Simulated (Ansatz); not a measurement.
Ge5H2 (hydrogen-terminated (110) film, 5 layers), computed twice by G0W0.

The cell holds 14 atoms: 10 Ge and 4 H. Its edges and angles: a = 4.001 Å, b = 5.658 Å, c = 44.200 Å, α = 90.0°, β = 90.0°, γ = 90.0°. It derives from Ge. Vacuum lies along c.

```
Ge H
1.0
     4.00081    0.00000    0.00000
     0.00000    5.65800    0.00000
     0.00000    0.00000   44.20000
Ge H
10 4
Direct
  0.00000 0.00294 0.41008
  0.00000 0.75003 0.45478
  0.50000 0.49997 0.45478
  0.50000 0.24706 0.41008
  0.00000 0.99978 0.50000
  0.00000 0.75003 0.54522
  0.50000 0.49997 0.54522
  0.50000 0.25022 0.50000
  0.00000 0.00294 0.58992
  0.50000 0.24706 0.58992
  0.00000 0.84368 0.38149
  0.50000 0.40632 0.38149
  0.00000 0.84368 0.61851
  0.50000 0.40632 0.61851
```

The structure was relaxed with PBEsol (ions only). The runs that relaxed it are not among those shown.

The first (Ansatz 0.2.0; start PBEsol, 4×4×1 mesh, 1475 empty bands, screening to 75 eV, PAW set soft_1 files; 1 × NVIDIA H100 80GB HBM3 (shared by 6 runs) with 3 threads of AMD EPYC 7R13 (Zen 3), shared host) gave, on its mesh: starting gap 0.67 eV, G0W0 gap 1.46 eV, mean of 1 + 4πα/V (set by the cell height) 4.37, 1.9 min.

**Question.** The second changes empty bands from 1475 to 596 and screening cutoff (eV) from 75.0 to 41. What does it give?

It gave: starting gap 0.67 eV, G0W0 gap 1.36 eV, mean of 1 + 4πα/V (set by the cell height) 4.49, 80 s. The G0W0 gap moves by −0.11 eV, +0.00 eV from the start and −0.11 eV from the correction. Σc changes by +0.35 eV at the valence top and +0.25 eV at the conduction bottom, and Σx − Vxc between them by +0.0001 eV.

Limits: not at the basis limit; coarse mesh for a sheet; no spin-orbit coupling.

[Paths, hosts, dates, memory and timing lines, banners, echoed tables and standing remarks are left out of the program output.]

[Logs are printed without paths, hosts, clocks, repeated set-up lines and the standing remarks that a program may print on its own settings, such as how far it seeks lower states.]

[Runs of the session that timed out or met a known fault of the program may be left out.]

[Cells called generated may have been cut or substituted from an entry of the Crystallography Open Database or the Materials Project.]

[Hosts, paths, dates, database ids (printed as entryN), source tags and the programs' standing remarks are cut or masked in the printed files.]
